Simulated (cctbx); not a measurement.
# GaAsIr: precision against data quality

Space group Pnma (no. 62), a = 6.3930 Å, b = 4.0050 Å, c = 7.5480 Å, α = 90.00°, β = 90.00°, γ = 90.00°.

```
atom  mult.       x    y       z  Ueq (Å²)
 Ir1      4  0.1455  3/4  0.5637    0.0032
 As1      4  0.2552  1/4  0.3764    0.0042
 Ga1      4  0.5302  3/4  0.3247    0.0037
```

This is a model crystal, built by substitution and not relaxed, with assumed displacement parameters.

Five simulated data sets (cctbx; Mo Kα, λ = 0.71073 Å; 3 % proportional error) differ in resolution or exposure (noise floor 15 counts in the first three, 8 in the last two). Each is refined with the right model, isotropic at 1.1 Å and anisotropic otherwise. How do the figures of merit and the uncertainties move?

| d min (Å) | top counts | ⟨I/σ⟩ (unmerged, absences included) | unique | param. (scale apart) | Rint | R1 | GooF | largest s.u. xyz (fractional) | s.u. U of Ga1 (Å²) | largest error (Å) |
| --- | --- | --- | --- | --- | --- | --- | --- | --- | --- | --- |
| 1.1 | 40000 | 22.8 | 86 | 9 | 0.024 | 0.0082 | 0.94 | 0.00018 | 0.0004 | 0.0016 |
| 0.84 | 40000 | 18.9 | 193 | 18 | 0.024 | 0.0103 | 0.98 | 0.00012 | 0.0004 | 0.0011 |
| 0.6 | 40000 | 16.5 | 514 | 18 | 0.028 | 0.0117 | 0.92 | 0.00007 | 0.0001 | 0.0007 |
| 0.75 | 300 | 1.5 | 267 | 18 | 0.330 | 0.0823 | 0.89 | 0.00164 | 0.0049 | 0.0087 |
| 0.75 | 3000 | 7.2 | 267 | 18 | 0.064 | 0.0261 | 0.89 | 0.00028 | 0.0008 | 0.0023 |

The number of reflections grows roughly as 1/d³: 86, 193 and 514 here. R1 follows the noise rather than the truth: at 300 counts it is 0.0823, at 3000 counts 0.0261, while GooF is 0.89 and 0.89: the weights 1/σ² carry the noise. The s.u. of U (U11 where anisotropic) for Ga1 goes 0.0004, 0.0004, 0.0001 Å² with resolution and 0.0049, 0.0008 Å² with exposure.

Hardware for the 0.6 Å refinement: 0.48 s on 1 thread of Arm Neoverse N1 (shared host), peak memory 0.09 GiB.

[Logs are printed without paths, hosts, clocks, repeated set-up lines and the standing remarks that a program may print on its own settings, such as how far it seeks lower states.]
